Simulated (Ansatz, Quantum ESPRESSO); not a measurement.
# Mg chain with one bond drawn out by 2.0 Å: ballistic transmission, part 2 of 4

Wanted: the transmission near the Fermi level and the conductance of this junction: Mg chain with one bond drawn out by 2.0 Å.

Quantum ESPRESSO 7.5; plane-wave DFT, PBE, GBRV ultrasoft pseudopotentials; cross-check by Ansatz 0.2.0 with PAW datasets.

So far. Step 2 (Self-consistent run): The run needed 15 iterations to bring the estimated error under 1e-07 Ry; the largest force on any atom, held or free, is 0.63 eV/Å.

### Step 3. The open system

Level of this step: transmission by pwcond, lead and junction from one cell; plane-wave DFT, PBE, GBRV ultrasoft pseudopotentials (Quantum ESPRESSO).

prefixt takes both regions from one run: the lead from 0 to bdl, the scattering region from bdl to bds (units of alat). ikind = 1 puts the same lead on both sides. The program's T_tot counts both spins in a run without spin; the tables below give T per spin.

Contents of cond.in:

```
&inputcond
  outdir = './out'
  prefixt = 'scf'
  tran_file = 'cond.dat'
  bdl = 0.8000000000
  bds = 4.2666666667
  ikind = 1
  ewind = 4.0
  epsproj = 1e-05
  nz1 = 7
  energy0 = 2.0
  denergy = -0.1
/
1
  0.00000000 0.00000000 1.00000000
41
```

Command:

```
> OMP_NUM_THREADS=1 mpirun -n 4 pwcond.x -in cond.in > cond.out
```

The program printed:

```text
[banner, memory and clock lines left out]
Program PWCOND v.7.5 starts

          URL

     ./out/scf.save/

     IMPORTANT: XC functional enforced from input :
     Exchange-correlation= PBE
                           (   1   4   3   4   0   0   0)
     Any further DFT definition will be discarded
     Please, verify this is what you really want

     Reading collected, re-writing distributed wavefunctions

===== INPUT FILE containing all the regions =====

     GEOMETRY:

     lattice parameter (alat)  =      14.1729  a.u.
     the volume                =   12147.0021 (a.u.)^3
     the cross section         =     200.8724 (a.u.)^2
     l of the unit cell        =       4.2667 (alat)
     number of atoms/cell      =           10
     number of atomic types    =            1

     crystal axes: (cart. coord. in units of alat)
               a(1) = (  1.0000  0.0000  0.0000 )
               a(2) = (  0.0000  1.0000  0.0000 )
               a(3) = (  0.0000  0.0000  4.2667 )

   Cartesian axes

     site n.     atom                  positions (alat units)
          1        Mg     tau(  1)=(  0.5000  0.5000  4.2667  )
          2        Mg     tau(  2)=(  0.5000  0.5000  0.4000  )
          3        Mg     tau(  3)=(  0.5000  0.5000  0.8000  )
          4        Mg     tau(  4)=(  0.5000  0.5000  1.2000  )
          5        Mg     tau(  5)=(  0.5000  0.5000  1.6000  )
          6        Mg     tau(  6)=(  0.5000  0.5000  2.2667  )
          7        Mg     tau(  7)=(  0.5000  0.5000  2.6667  )
          8        Mg     tau(  8)=(  0.5000  0.5000  3.0667  )
          9        Mg     tau(  9)=(  0.5000  0.5000  3.4667  )
         10        Mg     tau( 10)=(  0.5000  0.5000  3.8667  )

     nr1s                      =           54
     nr2s                      =           54
     nr3s                      =          225
     nr1sx                     =           54
     nr2sx                     =           54
     nr3sx                     =          225
     nr1                       =           60
     nr2                       =           60
     nr3                       =          256
     nr1x                      =           60
     nr2x                      =           60
     nr3x                      =          256

 _______________________________
  Radii of nonlocal spheres:

     type       ibeta     ang. mom.          radius (alat units)
       Mg         1         0                    0.1069
       Mg         2         0                    0.1069
       Mg         3         0                    0.1069
       Mg         4         1                    0.1069
       Mg         5         1                    0.1069
       Mg         6         2                    0.1069
       Mg         7         2                    0.1069
----- General information -----

--- T calc. with identical leads (ikind=1) ---

     nrx                       =           54
     nry                       =           54
     nz1                       =            7

     energy0               =         2.0E+00
     denergy               =        -1.0E-01
     nenergy               =         41
     ecut2d                =         3.4E+01
     ewind                 =         4.0E+00
     epsproj               =         1.0E-05

     number of k_|| points=    1
                       cryst. coord.
        k(    1) = (   0.0000000   0.0000000), wk =   1.0000000
----- Information about left/right lead -----

     nocros                   =           19
     noins                    =           19
     norb                     =           57
     norbf                    =          171
     nrz                      =           42

      iorb      type   ibeta   ang. mom.   m       position (alat)
        1        1       1        0        1   taunew(   1)=(  0.5000  0.5000  0.0000)
        2        1       2        0        1   taunew(   2)=(  0.5000  0.5000  0.0000)
        3        1       3        0        1   taunew(   3)=(  0.5000  0.5000  0.0000)
        4        1       4        1        1   taunew(   4)=(  0.5000  0.5000  0.0000)
        5        1       4        1        2   taunew(   5)=(  0.5000  0.5000  0.0000)
        6        1       4        1        3   taunew(   6)=(  0.5000  0.5000  0.0000)
        7        1       5        1        1   taunew(   7)=(  0.5000  0.5000  0.0000)
        8        1       5        1        2   taunew(   8)=(  0.5000  0.5000  0.0000)
        9        1       5        1        3   taunew(   9)=(  0.5000  0.5000  0.0000)
       10        1       6        2        1   taunew(  10)=(  0.5000  0.5000  0.0000)
       11        1       6        2        2   taunew(  11)=(  0.5000  0.5000  0.0000)
       12        1       6        2        3   taunew(  12)=(  0.5000  0.5000  0.0000)
       13        1       6        2        4   taunew(  13)=(  0.5000  0.5000  0.0000)
       14        1       6        2        5   taunew(  14)=(  0.5000  0.5000  0.0000)
       15        1       7        2        1   taunew(  15)=(  0.5000  0.5000  0.0000)
       16        1       7        2        2   taunew(  16)=(  0.5000  0.5000  0.0000)
       17        1       7        2        3   taunew(  17)=(  0.5000  0.5000  0.0000)
       18        1       7        2        4   taunew(  18)=(  0.5000  0.5000  0.0000)
       19        1       7        2        5   taunew(  19)=(  0.5000  0.5000  0.0000)
       20        1       1        0        1   taunew(  20)=(  0.5000  0.5000  0.4000)
       21        1       2        0        1   taunew(  21)=(  0.5000  0.5000  0.4000)
       22        1       3        0        1   taunew(  22)=(  0.5000  0.5000  0.4000)
       23        1       4        1        1   taunew(  23)=(  0.5000  0.5000  0.4000)
       24        1       4        1        2   taunew(  24)=(  0.5000  0.5000  0.4000)
       25        1       4        1        3   taunew(  25)=(  0.5000  0.5000  0.4000)
       26        1       5        1        1   taunew(  26)=(  0.5000  0.5000  0.4000)
       27        1       5        1        2   taunew(  27)=(  0.5000  0.5000  0.4000)
       28        1       5        1        3   taunew(  28)=(  0.5000  0.5000  0.4000)
       29        1       6        2        1   taunew(  29)=(  0.5000  0.5000  0.4000)
       30        1       6        2        2   taunew(  30)=(  0.5000  0.5000  0.4000)
       31        1       6        2        3   taunew(  31)=(  0.5000  0.5000  0.4000)
       32        1       6        2        4   taunew(  32)=(  0.5000  0.5000  0.4000)
       33        1       6        2        5   taunew(  33)=(  0.5000  0.5000  0.4000)
       34        1       7        2        1   taunew(  34)=(  0.5000  0.5000  0.4000)
[...]
ngper, shell number =          545          70
 ngper, n2d =          545         149
---  E-Ef =    2.0000000  k =    0.0000000   0.0000000
---  ie =          1  ik =          1
 Nchannels of the left tip =            4
 Right moving states:
   k1(2pi/a)   k2(2pi/a)   E-Ef (eV)
   0.2219118   0.0000175   2.0000000
  -0.3063073  -0.0000000   2.0000000
  -0.3063073  -0.0000000   2.0000000
   0.3578979   0.0000072   2.0000000
 Left moving states:
   k1(2pi/a)   k2(2pi/a)   E-Ef (eV)
  -0.2219118   0.0000175   2.0000000
   0.3063073  -0.0000000   2.0000000
   0.3063073  -0.0000000   2.0000000
  -0.3578979   0.0000072   2.0000000

 to transmit
 Band j to band i transmissions and reflections:
    j         i     |T_ij|^2    |R_ij|^2

    1 -->     1     0.47256     0.37874
    1 -->     2     0.00000     0.00000
    1 -->     3     0.00000     0.00000
    1 -->     4     0.05274     0.09596
   Total T_j, R_j =    0.52530  0.47470

    2 -->     1     0.00000     0.00000
    2 -->     2     0.18502     0.69992
    2 -->     3     0.00000     0.11506
    2 -->     4     0.00000     0.00000
   Total T_j, R_j =    0.18502  0.81498

    3 -->     1     0.00000     0.00000
    3 -->     2     0.00000     0.11506
    3 -->     3     0.18502     0.69992
    3 -->     4     0.00000     0.00000
   Total T_j, R_j =    0.18502  0.81498

    4 -->     1     0.05267     0.09596
    4 -->     2     0.00000     0.00000
    4 -->     3     0.00000     0.00000
    4 -->     4     0.04376     0.80761
   Total T_j, R_j =    0.09643  0.90357

E-Ef(ev), T(x2 spins) =    2.0000000   1.9835511
---  E-Ef =    1.9000000  k =    0.0000000   0.0000000
---  ie =          2  ik =          1
 Nchannels of the left tip =            4
 Right moving states:
   k1(2pi/a)   k2(2pi/a)   E-Ef (eV)
   0.2103635   0.0000177   1.9000000
   0.3214129   0.0000072   1.9000000
  -0.3247407  -0.0000000   1.9000000
  -0.3247407  -0.0000000   1.9000000
 Left moving states:
   k1(2pi/a)   k2(2pi/a)   E-Ef (eV)
  -0.2103635   0.0000177   1.9000000
  -0.3214129   0.0000072   1.9000000
   0.3247406  -0.0000000   1.9000000
   0.3247406  -0.0000000   1.9000000

 to transmit
 Band j to band i transmissions and reflections:
    j         i     |T_ij|^2    |R_ij|^2

    1 -->     1     0.48079     0.41438
    1 -->     2     0.03426     0.07058
    1 -->     3     0.00000     0.00000
    1 -->     4     0.00000     0.00000
   Total T_j, R_j =    0.51505  0.48495

    2 -->     1     0.03562     0.07058
    2 -->     2     0.02394     0.86986
    2 -->     3     0.00000     0.00000
    2 -->     4     0.00000     0.00000
   Total T_j, R_j =    0.05956  0.94044

    3 -->     1     0.00000     0.00000
    3 -->     2     0.00000     0.00000
    3 -->     3     0.16725     0.79739
    3 -->     4     0.00000     0.03536
   Total T_j, R_j =    0.16725  0.83275

    4 -->     1     0.00000     0.00000
    4 -->     2     0.00000     0.00000
    4 -->     3     0.00000     0.03536
    4 -->     4     0.16725     0.79739
   Total T_j, R_j =    0.16725  0.83275

E-Ef(ev), T(x2 spins) =    1.9000000   1.8182048
---  E-Ef =    1.8000000  k =    0.0000000   0.0000000
---  ie =          3  ik =          1
 Nchannels of the left tip =            4
 Right moving states:
   k1(2pi/a)   k2(2pi/a)   E-Ef (eV)
   0.1988035   0.0000179   1.8000000
   0.2804519   0.0000073   1.8000000
  -0.3436779  -0.0000000   1.8000000
  -0.3436779  -0.0000000   1.8000000
 Left moving states:
   k1(2pi/a)   k2(2pi/a)   E-Ef (eV)
  -0.1988035   0.0000179   1.8000000
  -0.2804519   0.0000073   1.8000000
   0.3436779  -0.0000000   1.8000000
   0.3436779  -0.0000000   1.8000000

 to transmit
 Band j to band i transmissions and reflections:
    j         i     |T_ij|^2    |R_ij|^2

    1 -->     1     0.47690     0.45302
    1 -->     2     0.02098     0.04910
    1 -->     3     0.00000     0.00000
    1 -->     4     0.00000     0.00000
   Total T_j, R_j =    0.49788  0.50212

    2 -->     1     0.02265     0.04910
    2 -->     2     0.01148     0.91677
    2 -->     3     0.00000     0.00000
    2 -->     4     0.00000     0.00000
   Total T_j, R_j =    0.03413  0.96587

    3 -->     1     0.00000     0.00000
    3 -->     2     0.00000     0.00000
    3 -->     3     0.14980     0.84621
    3 -->     4     0.00000     0.00399
   Total T_j, R_j =    0.14980  0.85020

    4 -->     1     0.00000     0.00000
    4 -->     2     0.00000     0.00000
    4 -->     3     0.00000     0.00399
    4 -->     4     0.14980     0.84621
   Total T_j, R_j =    0.14980  0.85020

E-Ef(ev), T(x2 spins) =    1.8000000   1.6632208
[... further energies and points left out ...]
---  E-Ef =   -1.8000000  k =    0.0000000   0.0000000
---  ie =         39  ik =          1
 Nchannels of the left tip =            1
 Right moving states:
   k1(2pi/a)   k2(2pi/a)   E-Ef (eV)
  -0.2637831   0.0000240  -1.8000000
 Left moving states:
   k1(2pi/a)   k2(2pi/a)   E-Ef (eV)
   0.2637831   0.0000240  -1.8000000

 to transmit
 Band j to band i transmissions and reflections:
    j         i     |T_ij|^2    |R_ij|^2

    1 -->     1     0.07580     0.92420
   Total T_j, R_j =    0.07580  0.92420

E-Ef(ev), T(x2 spins) =   -1.8000000   0.1515954
---  E-Ef =   -1.9000000  k =    0.0000000   0.0000000
---  ie =         40  ik =          1
 Nchannels of the left tip =            1
 Right moving states:
   k1(2pi/a)   k2(2pi/a)   E-Ef (eV)
  -0.2809635   0.0000242  -1.9000000
 Left moving states:
   k1(2pi/a)   k2(2pi/a)   E-Ef (eV)
   0.2809635   0.0000242  -1.9000000

 to transmit
 Band j to band i transmissions and reflections:
    j         i     |T_ij|^2    |R_ij|^2

    1 -->     1     0.06924     0.93076
   Total T_j, R_j =    0.06924  0.93076

E-Ef(ev), T(x2 spins) =   -1.9000000   0.1384741
---  E-Ef =   -2.0000000  k =    0.0000000   0.0000000
---  ie =         41  ik =          1
 Nchannels of the left tip =            1
 Right moving states:
   k1(2pi/a)   k2(2pi/a)   E-Ef (eV)
  -0.2985045   0.0000244  -2.0000000
 Left moving states:
   k1(2pi/a)   k2(2pi/a)   E-Ef (eV)
   0.2985045   0.0000244  -2.0000000

 to transmit
 Band j to band i transmissions and reflections:
    j         i     |T_ij|^2    |R_ij|^2

    1 -->     1     0.06280     0.93720
   Total T_j, R_j =    0.06280  0.93720

E-Ef(ev), T(x2 spins) =   -2.0000000   0.1256044
   T_tot     2.00000      0.19836E+01
   T_tot     1.90000      0.18182E+01
   T_tot     1.80000      0.16632E+01
   T_tot     1.70000      0.15232E+01
   T_tot     1.60000      0.13972E+01
   T_tot     1.50000      0.12800E+01
   T_tot     1.40000      0.11620E+01
   T_tot     1.30000      0.10549E+01
   T_tot     1.20000      0.94772E+00
   T_tot     1.10000      0.80314E+00
   T_tot     1.00000      0.76952E+00
   T_tot     0.90000      0.66538E+00
   T_tot     0.80000      0.56738E+00
   T_tot     0.70000      0.46379E+00
   T_tot     0.60000      0.33886E+00
   T_tot     0.50000      0.15942E+00
   T_tot     0.40000      0.12412E-01
   T_tot     0.30000      0.63431E-02
   T_tot     0.20000      0.29292E-02
   T_tot     0.10000      0.18817E-03
   T_tot    -0.00000      0.00000E+00
   T_tot    -0.10000      0.00000E+00
   T_tot    -0.20000      0.00000E+00
   T_tot    -0.30000      0.00000E+00
   T_tot    -0.40000      0.22790E+00
   T_tot    -0.50000      0.29588E+00
   T_tot    -0.60000      0.31513E+00
   T_tot    -0.70000      0.31483E+00
   T_tot    -0.80000      0.30538E+00
   T_tot    -0.90000      0.29136E+00
   T_tot    -1.00000      0.27513E+00
   T_tot    -1.10000      0.25802E+00
   T_tot    -1.20000      0.24088E+00
   T_tot    -1.30000      0.22420E+00
   T_tot    -1.40000      0.20826E+00
   T_tot    -1.50000      0.19314E+00
   T_tot    -1.60000      0.17877E+00
   T_tot    -1.70000      0.16498E+00
   T_tot    -1.80000      0.15160E+00
   T_tot    -1.90000      0.13847E+00
   T_tot    -2.00000      0.12560E+00

Note: The following floating-point exceptions are signalling: IEEE_UNDERFLOW_FLAG
Note: The following floating-point exceptions are signalling: IEEE_UNDERFLOW_FLAG
Note: The following floating-point exceptions are signalling: IEEE_UNDERFLOW_FLAG
Note: The following floating-point exceptions are signalling: IEEE_UNDERFLOW_FLAG
```

The job ended after 2.5 min (4 MPI ranks of Arm Neoverse V2, shared host; peak memory 0.44 GiB).

This step gave:

- lead channels at the Fermi level, one spin: 0
- transmission at the Fermi level, one spin: 0
- conductance: 0 G₀

Per spin. The open channels by energy, zero at the Fermi level:

```
energy (eV)  open channels
      -2.00              1
      -1.90              1
      -1.70              1
      -1.60              1
      -1.40              1
      -1.30              1
      -1.20              1
      -1.00              1
      -0.90              1
      -0.80              1
      -0.60              1
      -0.50              1
      -0.30              0
      -0.20              0
      -0.10              0
       0.00              0
       0.10              2
       0.20              2
       0.30              2
       0.50              3
       0.60              3
       0.80              3
       0.90              3
       1.00              3
       1.20              3
       1.30              3
       1.40              3
       1.60              4
       1.70              4
       1.90              4
       2.00              4
```

Per spin. Transmission against energy, zero at the Fermi level:

| energy (eV) | transmission |
| --- | --- |
| -2.00 | 0.0628 |
| -1.90 | 0.0692 |
| -1.70 | 0.0825 |
| -1.60 | 0.0894 |
| -1.40 | 0.104 |
| -1.30 | 0.112 |
| -1.20 | 0.120 |
| -1.00 | 0.138 |
| -0.90 | 0.146 |
| -0.80 | 0.153 |
| -0.60 | 0.158 |
| -0.50 | 0.148 |
| -0.30 | 0 |
| -0.20 | 0 |
| -0.10 | 0 |
| 0.00 | 0 |
| 0.10 | 9.4e-5 |
| 0.20 | 0.00146 |
| 0.30 | 0.00317 |
| 0.50 | 0.0797 |
| 0.60 | 0.169 |
| 0.80 | 0.284 |
| 0.90 | 0.333 |
| 1.00 | 0.385 |
| 1.20 | 0.474 |
| 1.30 | 0.527 |
| 1.40 | 0.581 |
| 1.60 | 0.699 |
| 1.70 | 0.762 |
| 1.90 | 0.909 |
| 2.00 | 0.992 |

The program's own clock; routines nest. Time by routine:

| routine | wall time (s) | calls |
| --- | --- | --- |
| PWCOND | 149.4 | 1 |
| scatter_forw | 118.5 | 82 |
| compbs | 18.11 | 41 |
| compbs_2 | 15 | 41 |
| local | 9.18 | 1 |
| init | 0.85 | 1 |
| poten | 0.09 | 1 |

At no point does T exceed the number of channels.

(Continued in part 3 of 4.)

[Logs are printed without paths, hosts, clocks, repeated set-up lines and the standing remarks that a program may print on its own settings, such as how far it seeks lower states.]

[Hosts, paths, dates, database ids (printed as entryN), source tags and the programs' standing remarks are cut or masked in the printed files.]

[Maps of the electrostatic potential energy from Ansatz leave out the sawtooth potential of an applied field or a dipole correction, so their vacuum need not be flat; planar profiles and work functions include it.]
